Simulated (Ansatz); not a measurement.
# NaTaS3 (model cell, started as cubic perovskite with Ta in the octahedra): from the cell to its phonons, part 2 of 2

Wanted: phonon frequencies of NaTaS3 (model cell, started as cubic perovskite with Ta in the octahedra) and what follows from them.

Ansatz 0.2.0; DFT PBE, scalar-relativistic, plane waves, PAW; PAW set soft_1.

So far. Step 3 (Relaxing to small forces for the phonons): The forces vanish by symmetry and the pressure is 0.000 GPa, within the tolerances set. The cell now holds 22.59 Å³/atom. The relaxed cell has a = 4.834 Å (conventional setting).

The structure was built from a prototype and need not be the compound's stable phase.

### Step 4. Linear response at the zone centre

The zone centre comes first: it holds the modes that light can see, as far as symmetry allows. No field response is asked, since the mesh shows no gap.

input.yaml

```yaml
crystal:
  lattice:
    - [4.8341712185, 0.0, 0.0]
    - [0.0, 4.8341712185, 0.0]
    - [0.0, 0.0, 4.8341712185]
  atoms:
    - { symbol: Na, position: [0.0, 0.0, 0.0] }
    - { symbol: Ta, position: [0.5, 0.5, 0.5] }
    - { symbol: S, position: [0.5, 0.5, 0.0] }
    - { symbol: S, position: [0.5, 0.0, 0.5] }
    - { symbol: S, position: [0.0, 0.5, 0.5] }
kpoints:
  mp_grid: { grid: [8, 8, 8] }
hamiltonian:
  xc: pbe
  pseudopotentials: { kind: paw, azcp: { folder: soft_1 } }
scf:
  occupations: { method: methfessel_paxton, width: 0.2 }
output:
  eigenvalues: true
phonons:
  method: dfpt
```

Started as:

```sh
> ansatz run input.yaml --threads 4 --pin off --max-ram 16384MiB --backend cpu --events-out ev --progress --plain --runs-dir out
```

Numbers of over 12 decimals in the logs are rounded to 6 here.

The program printed:

```text
zone centre: on kpoints.mp_grid the ground state, and the responses unless they are solved on pairs of k-points, stand on 125 of the mesh's 512 k-points, reduced under 8 symmetry operations, with k and −k counted as one. Each operation leaves every solved displacement unchanged or reverses it
[...]
Crystal: 5 atoms, lattice volume = 112.971 Å³
Basis set: ecut = 420 eV, 2205 PW (Γ), exchange–correlation on 72×72×72 points (8 copies of the dense FFT grid, shifted against one another)
Bands: 25, of which v1, the nominal top of the filled ones, is band 20 counted from 1 (19 counted from 0)
Symmetry: 48 space group operations
k-points: 125 of 512 (irreducible under 8 space group operations)
[...]
SCF iter   1: F=—  HF=-14130.505329 eV  |F-HF|=—  |Δ(HF+E_count)|=         —  Δρ=3.73e-2  dr2=1.08e0  ethr=3.10e-3  ⟨swp⟩=6.3  Hψ=15431  notcnv=0
[...]
SCF iter  12: F=-14130.130585 eV  HF=-14130.130585 eV  |F-HF|=1.82e-12  |Δ(HF+E_count)|=  4.91e-11  S|Δr|=    0.00e0  Δρ=4.24e-8  dr2=1.59e-12  ethr=1.00e-12  ⟨swp⟩=11.1  Hψ=16876  notcnv=0
the search or the solves at the SCF's close seem to have found levels that the self-consistency loop had missed (the run counts 3). By its estimate they hold under 1e-12 electrons; where the run keeps them, the occupations were computed again with them
SCF 1 converged in 12 iterations: F = -14130.130585 eV  dr2 = 1.59e-12
[...]
DFPT response loops at Γ: preconditioner auto → Kerker (q_TF=auto, 2.295 Å⁻¹) (partly filled bands, converged f_vac=0.030); β = 1.00, the filter's whole step (`scf.mixing.beta` (0.50) is not read by the response loops under this deck's `scf.mixing.preconditioner`; to damp them name `kerker` or `kerker_dos`, under which they read `scf.mixing.beta`, and type it under 1.00, their step now; both keys bind the ground state too); Broyden in place of MSR1
SCF converged after 12 iterations
[...]
Free energy (F): -14130.130585 eV
[...]
Internal energy: -14130.136879 eV  (E = F + TS)
E sigma→0 (E₀):  -14130.132158 eV
Entropy (-TS):   0.006294 eV (1.259 meV/atom)
Fermi energy:    6.270319 eV
[...]
--- Band table (eV; the first three rows and the last of 125) ---
  k-point 0: bands = [... 16 lower, 5.0101, 5.5563, 5.5563, 5.5563, 5.6902, 5.6902, 5.6902, 8.1632, ... 1 higher]
  k-point 1: bands = [... 16 lower, 4.9384, 5.0039, 5.3839, 5.3839, 5.6982, 6.4487, 6.4487, 8.1700, ... 1 higher]
  k-point 2: bands = [... 16 lower, 4.2261, 4.7758, 5.3758, 5.3758, 5.7177, 7.4008, 7.4008, 8.1841, ... 1 higher]
  k-point 124: bands = [... 16 lower, 1.6717, 6.3422, 6.3422, 6.3422, 9.0123, 9.0429, 9.0429, 9.0429, ... 1 higher]
--- Phonons (Γ-DFPT): 4 representative perturbations + reference, on 125 of 512 k-points (Σ response iterations 12) ---
  k mesh reduced under 8 symmetry operations, with k and −k counted as one. Each operation leaves every solved displacement unchanged or reverses it
  ASR residual: 3.569e-5 → 0.000e0 eV/Å²; symmetrization residual: 9.660e-6 eV/Å²
  ASR residual per site (eV/Å²): 2.33e-5 3.57e-5 1.83e-5 1.83e-5 1.83e-5
  Γ frequencies (cm⁻¹): -41.34 -41.34 -41.34 -31.79 -31.79 -31.79 0.00 0.00 0.00 91.24 91.24 91.24 330.66 330.66 330.66
  non-analytic LO–TO correction: not included (Born effective charges unavailable; polar crystals: no LO–TO splitting at Γ)
```

Elapsed: 48 s, on 4 threads of Arm Neoverse V1, shared host; peak memory 1.3 GiB; 3 min of CPU time.

In the SCF lines HF is the Harris–Foulkes energy and dr2 the Hartree energy of the density residual, in eV; the loop may stop once dr2 is under the threshold and the program's other checks hold. Hψ counts applications of the Hamiltonian.

This step gave:

- sum-rule residual before enforcement: 3.57e-5 eV/Å²
- point group: m-3m
- highest optical mode at the zone centre (no LO-TO term): 330.7 cm⁻¹
- lowest optical zone-centre mode: -41.34 cm⁻¹

Patterns of degenerate modes are one choice out of their space. Modes at Γ, with each element's share of the kinetic energy (negative means imaginary):

```csv
mode,frequency (cm⁻¹),symmetry,Na %,Ta %,S %
1,-41.3,T1u,62,2,36
2,-41.3,T1u,62,2,36
3,-41.3,T1u,62,2,36
4,-31.8,T1u,31,36,33
5,-31.8,T1u,31,36,33
6,-31.8,T1u,31,36,33
7,0.0,acoustic,8,60,32
8,0.0,acoustic,8,60,32
9,0.0,acoustic,8,60,32
10,91.2,T2u,0,0,100
11,91.2,T2u,0,0,100
12,91.2,T2u,0,0,100
13,330.7,T1u,0,1,99
14,330.7,T1u,0,1,99
15,330.7,T1u,0,1,99
```

Displacements in mode 3 (-41.3 cm⁻¹), the largest set to 1:
```
Na1  0.22  0.05  1.00
Ta2  0.02  0.00  0.07
S3  -0.09 -0.02 -0.27
S4  -0.09 -0.01 -0.42
S5  -0.06 -0.02 -0.42
```

Displacements in mode 6 (-31.8 cm⁻¹), the largest set to 1:
```
Na1  0.16 -0.05 -1.00
Ta2 -0.06  0.02  0.39
S3   0.09 -0.03 -0.30
S4   0.09 -0.02 -0.58
S5   0.05 -0.03 -0.58
```

Before it was imposed, the acoustic sum rule was missed by 3.6e-5 eV/Å². Small misses are needed for a sound result but don't prove that mesh and cutoff are converged. The lowest optical mode is imaginary, 41.3i cm⁻¹, so the energy falls along it.

### Step 5. Phonons on a q mesh

Stability and thermal properties need the whole zone. Linear response on a 2×2×2 q mesh gives force constants as far as a supercell of that size would.

input.yaml, as its differences from that of step 4:

```diff
@@ -22 +22,8 @@
   method: dfpt
+  qmesh: [2, 2, 2]
+  temperatures: { t_max: 1000, t_step: 50 }
+  qpath:
+    path:
+      - [[0.0, 0.0, 0.0], [0.0, 0.5, 0.0], [0.5, 0.5, 0.0], [0.0, 0.0, 0.0], [0.5, 0.5, 0.5], [0.0, 0.5, 0.0]]
+      - [[0.5, 0.5, 0.5], [0.5, 0.5, 0.0]]
+    npoints: 10
```

The program printed:

```text
[...]
Crystal: 5 atoms, lattice volume = 112.971 Å³
Basis set: ecut = 420 eV, 2205 PW (Γ), exchange–correlation on 72×72×72 points (8 copies of the dense FFT grid, shifted against one another)
Bands: 25, of which v1, the nominal top of the filled ones, is band 20 counted from 1 (19 counted from 0)
Symmetry: 48 space group operations
k-points: 35 of 512
[...]
SCF iter   1: F=—  HF=-14130.505119 eV  |F-HF|=—  |Δ(HF+E_count)|=         —  Δρ=3.73e-2  dr2=1.08e0  ethr=3.10e-3  ⟨swp⟩=6.2  Hψ=4262  notcnv=0
[...]
SCF iter  12: F=-14130.130585 eV  HF=-14130.130585 eV  |F-HF|=9.09e-12  |Δ(HF+E_count)|=  4.55e-11  S|Δr|=    0.00e0  Δρ=3.93e-8  dr2=1.36e-12  ethr=1.00e-12  ⟨swp⟩=10.8  Hψ=4685  notcnv=0
[...]
SCF 1 converged in 12 iterations: F = -14130.130585 eV  dr2 = 1.36e-12
[...]
SCF iter   7: F=-14130.130585 eV  HF=-14130.130585 eV  |F-HF|=5.46e-12  |Δ(HF+E_count)|=  7.28e-12  S|Δr|=    0.00e0  Δρ=9.97e-8  dr2=8.11e-12  ethr=1.00e-12  ⟨swp⟩=2.1  Hψ=2149  notcnv=0
SCF 2 converged in 7 iterations: F = -14130.130585 eV  dr2 = 8.11e-12
phonons: the bands overlap, so this run is a metal and interpolates without the dipole-dipole term. If the crystal is really an insulator or semiconductor, its LO-TO splitting is missing
NSCF: frozen V_eff on 35 k-points
WARN: eigensolver did not converge in 13 slots of this pass, the one above among them; of largest residual over every band (k=11): 1 band(s) unlocked (lowest unlocked band 24, counted from 0; max residual 1.28e-3 eV among the unlocked bands, 1.28e-3 eV over every band); of lowest unlocked band (k=0): band 24
[...]
DFPT response loops at q = (0, 0, 0) (fractional): preconditioner auto → Kerker (q_TF=auto, 2.295 Å⁻¹) (partly filled bands, converged f_vac=0.030); β = 1.00, the filter's whole step (`scf.mixing.beta` (0.50) is not read by the response loops under this deck's `scf.mixing.preconditioner`; to damp them name `kerker` or `kerker_dos`, under which they read `scf.mixing.beta`, and type it under 1.00, their step now; both keys bind the ground state too); Broyden in place of MSR1
[...]
SCF converged after 12 iterations
[...]
Free energy (F): -14130.130585 eV
[...]
Internal energy: -14130.136879 eV  (E = F + TS)
E sigma→0 (E₀):  -14130.132158 eV
Entropy (-TS):   0.006294 eV (1.259 meV/atom)
Fermi energy:    6.270319 eV
[...]
--- Band table (eV; the first three rows and the last of 35) ---
  k-point 0: bands = [... 16 lower, 5.0101, 5.5563, 5.5563, 5.5563, 5.6902, 5.6902, 5.6902, 8.1632, ... 1 higher]
  k-point 1: bands = [... 16 lower, 4.9384, 5.0039, 5.3839, 5.3839, 5.6982, 6.4487, 6.4487, 8.1700, ... 1 higher]
  k-point 2: bands = [... 16 lower, 4.2261, 4.7758, 5.3758, 5.3758, 5.7177, 7.4008, 7.4008, 8.1841, ... 1 higher]
  k-point 34: bands = [... 16 lower, 1.6717, 6.3422, 6.3422, 6.3422, 9.0123, 9.0429, 9.0429, 9.0429, ... 1 higher]
--- Phonons (Γ-DFPT): 4 representative perturbations + reference (Σ response iterations 12) ---
  ASR residual: 2.310e-5 → 0.000e0 eV/Å²; symmetrization residual: 6.220e-6 eV/Å²
  ASR residual per site (eV/Å²): 1.68e-5 1.39e-5 2.31e-5 2.31e-5 2.31e-5
[...]
--- Phonons (arbitrary-q DFPT): 4 irreducible q on the 2×2×2 mesh ---
  q = [0.0000, 0.0000, 0.0000] (star 1, of the zone-centre solve; hermiticity 1.22e-6, symmetrization 3.36e-13): -41.34 -41.34 -41.34 -31.79 -31.79 -31.79 0.00 0.00 0.00 91.24 91.24 91.24 330.66 330.66 330.66
  q = [0.0000, 0.0000, -0.5000] (star 3, 9 solved perturbations in 975 linear systems a pass and spin channel, the states on 125 of 512 k-point pairs; hermiticity 5.06e-7, symmetrization 5.37e-13): -33.47 -33.47 -29.49 -29.49 42.72 65.09 65.09 117.27 123.83 141.25 141.25 193.97 324.90 324.90 432.52
[...]
sum rule: each row above includes the acoustic sum rule's correction from the zone centre's row sums; it moved no ω² by more than (0.45 cm⁻¹)²
  mesh force constants: q→R imaginary residual 2.89e-18; ASR residual 2.310e-5 → 0.000e0 eV/Å²; symmetrization residual 1.243e-14 eV/Å²
  interpolated dispersion: 62 rows × 15 modes
  density of states and harmonic sums: on the 14×14×14 q-mesh, interpolated from the force constants of a 2×2×2 supercell (no non-analytic term)
  largest difference from the sums on the solved wave vectors: F 3.50e-1 eV, S 4.69e-4 and C_V 1.21e-4 eV/K
  zero-point energy: 0.118427 eV/cell   skipped modes (ω ≤ 0): 528, of them read as no rigid motion or as one in doubt: 525 (4.121e0 modes/cell left out, lowest -142.96 cm⁻¹)   left out of the sums: 2.75e-1 of the cell's modes: C_V's classical limit lies that fraction below 3 k_B per atom; for a crystal, a wire or a layer, F and S can be off by more, and a phonons.interpolated_qmesh denser along its periods is the remedy for the sampling
```

Wall time 3.6 min (4 threads); peak memory 1.1 GiB.

Numbers from this step:

```
sum-rule residual before enforcement                    : 2.31e-5 eV/Å²
lowest frequency on the path                            : -143.0 cm⁻¹
highest frequency on the path or at a solved wavevector : 493.0 cm⁻¹
lowest mode on the q mesh (acoustic modes at Γ apart)   : -143.0 cm⁻¹
```

Frequencies (cm⁻¹) solved at each irreducible wavevector; negative means imaginary. Frequencies by wavevector, by row:

```csv
q in reciprocal lattice units,star,mode 1,mode 2,mode 3,mode 4,mode 13,mode 14,mode 15
0 0 0,1,-41.3,-41.3,-41.3,-31.8,330.7,330.7,330.7
0 0 -0.5,3,-33.5,-33.5,-29.5,-29.5,324.9,324.9,432.5
0 -0.5 -0.5,3,-108.3,-36.9,-25.9,-22.2,208.1,319,467.5
-0.5 -0.5 -0.5,1,-143,-143,-108.6,-108.6,205,205,493
```

Interpolated from a 2×2×2 q mesh. Phonon branches along the path, in cm⁻¹:

```csv
point,branch 1,branch 2,branch 3,branch 4,branch 12,branch 13,branch 14,branch 15
Γ,-41,-41,-41,-32,91,331,331,331
halfway,-36,-36,-25,-25,139,328,328,380
X,-34,-34,-30,-30,194,325,325,432
halfway,-47,-33,-30,-29,202,263,322,451
M,-108,-37,-26,-22,183,208,319,468
halfway,-33,-30,-29,-23,175,295,326,418
Γ,-41,-41,-41,-32,91,331,331,331
halfway,-38,-38,-33,-12,180,271,271,451
R,-143,-143,-109,-109,205,205,205,493
halfway,-56,-39,-32,-26,204,221,242,474
X,-34,-34,-30,-30,194,325,325,432
jump to R,-143,-143,-109,-109,205,205,205,493
halfway,-108,-44,-44,-23,196,196,207,487
M,-108,-37,-26,-22,183,208,319,468
```

The phonon density of states has structure finer than the step of the table below, so its rows give means over 25 cm⁻¹, whole bins alone (the curve runs from -142 to 492 cm⁻¹). Peaks (cm⁻¹: height): -27.5: 0.228, 162.5: 0.0611, 197.5: 0.0658, 322.5: 0.0445.

Tetrahedra on a 14×14×14 mesh, mean over bins of 5 cm-1. Interpolated from a 2×2×2 q mesh. Table of phonon density of states by wavenumber; means over each step:

```csv
wavenumber (cm⁻¹),phonon density of states (1/cm⁻¹/cell)
-125,4.6e-4
-100,0.0103
-75,0.0124
-50,0.0167
-25,0.113
0,0.0177
25,0.0247
50,0.0266
75,0.0424
100,0.0469
125,0.0466
150,0.0535
175,0.0406
200,0.0408
225,0.00783
250,0.00789
275,0.0104
300,0.0169
325,0.0244
350,9.3e-4
375,0.00188
400,0.00334
425,0.00726
450,0.0126
475,0.0120
```

The partial phonon density of states has structure finer than the step of the table below, so its rows give means over 25 cm⁻¹, whole bins alone (the curve runs from -137 to 517 cm⁻¹). Peaks (cm⁻¹: height): Na -25.7: 0.142; S -58.6: 0.0249, 52.5: 0.0288, 89.5: 0.0366, 122.4: 0.0378, 143.0: 0.0389, 200.6: 0.0503, 319.9: 0.0347; Ta -29.8: 0.0261, 36.0: 0.0224, 89.5: 0.0290, 122.4: 0.0294, 159.4: 0.0269.

Phonopy on the run's constants, 11x11x11 mesh, Gaussian sigma 4.7 cm-1. Interpolated from a 2×2×2 q mesh. Table of partial phonon density of states by wavenumber; means over each step; values in 1/cm⁻¹/cell:

```csv
wavenumber (cm⁻¹),Na,S,Ta
-100,4.1e-6,0.0116,5.7e-5
-75,4.3e-5,0.00970,1.6e-4
-50,0.00936,0.0129,0.00201
-25,0.0970,0.00338,0.0157
0,0.00431,4.7e-4,7.8e-4
25,0.00180,0.00955,0.00828
50,0.00408,0.0242,0.0106
75,9.9e-4,0.0245,0.00952
100,8.8e-4,0.0308,0.0150
125,6.2e-4,0.0300,0.0177
150,5.6e-4,0.0309,0.0224
175,3.0e-4,0.0279,0.0127
200,8.0e-5,0.0381,0.00393
225,1.1e-5,0.00663,1.4e-4
250,1.0e-5,0.00798,1.4e-4
275,1.0e-5,0.00980,1.5e-4
300,6.7e-6,0.0168,2.4e-4
325,2.1e-6,0.0240,3.3e-4
350,0,0.00118,1.2e-5
375,0,0.00182,1.0e-5
400,0,0.00339,1.0e-5
425,1.3e-6,0.00730,1.0e-5
450,3.4e-7,0.0123,1.2e-5
475,0,0.0117,9.4e-6
500,0,0.00225,2.2e-7
```

Symmetry leaves 4 wavevectors to solve. The lowest mode among them, the acoustic zeros apart, lies at q = (-0.5, -0.5, -0.5) and is imaginary, 143.0i cm⁻¹, so the energy falls along it.

### Step 6. Outcome

```json
{
 "space group after relaxation (within 0.01 Å)": "Pm-3m",
 "volume per atom": "22.6 Å³",
 "electronic character": "no gap on this mesh",
 "highest optical mode at the zone centre (no LO-TO term)": "331 cm⁻¹",
 "lowest optical zone-centre mode": "-41.3 cm⁻¹",
 "lowest mode on the q mesh (acoustic modes at Γ apart)": "-143 cm⁻¹",
 "highest frequency on the path or at a solved wavevector": "493 cm⁻¹",
 "imaginary modes on the 2×2×2 q mesh": "yes"
}
```

**Reading.** Modes are clearly imaginary (beyond 10i cm⁻¹) at 4 of the 4 irreducible wavevectors, most at q = (-0.5, -0.5, -0.5) (143.0i cm⁻¹), so this structure is not a minimum of the energy. The optical modes at Γ span -41 to 331 cm⁻¹ (negative means imaginary). The highest mode in this list at Γ, 330.7 cm⁻¹, is mostly motion of S (99 % of the kinetic energy). With no gap, or one that is small against the smearing, the frequencies hang on the k mesh and the smearing, most of all near Kohn anomalies. Spin-orbit coupling is left out, which can matter for the heavy elements here. A phonon run warned that its eigensolver left some bands unconverged in a pass. The starting cell was built on a prototype and not taken from a measurement, so the phase need not exist. These are harmonic frequencies at zero temperature: anharmonic shifts, linewidths and thermal expansion are left out.

[Logs are printed without paths, hosts, clocks, repeated set-up lines and the standing remarks that a program may print on its own settings, such as how far it seeks lower states.]

[Hosts, paths, dates, database ids (printed as entryN), source tags and the programs' standing remarks are cut or masked in the printed files.]
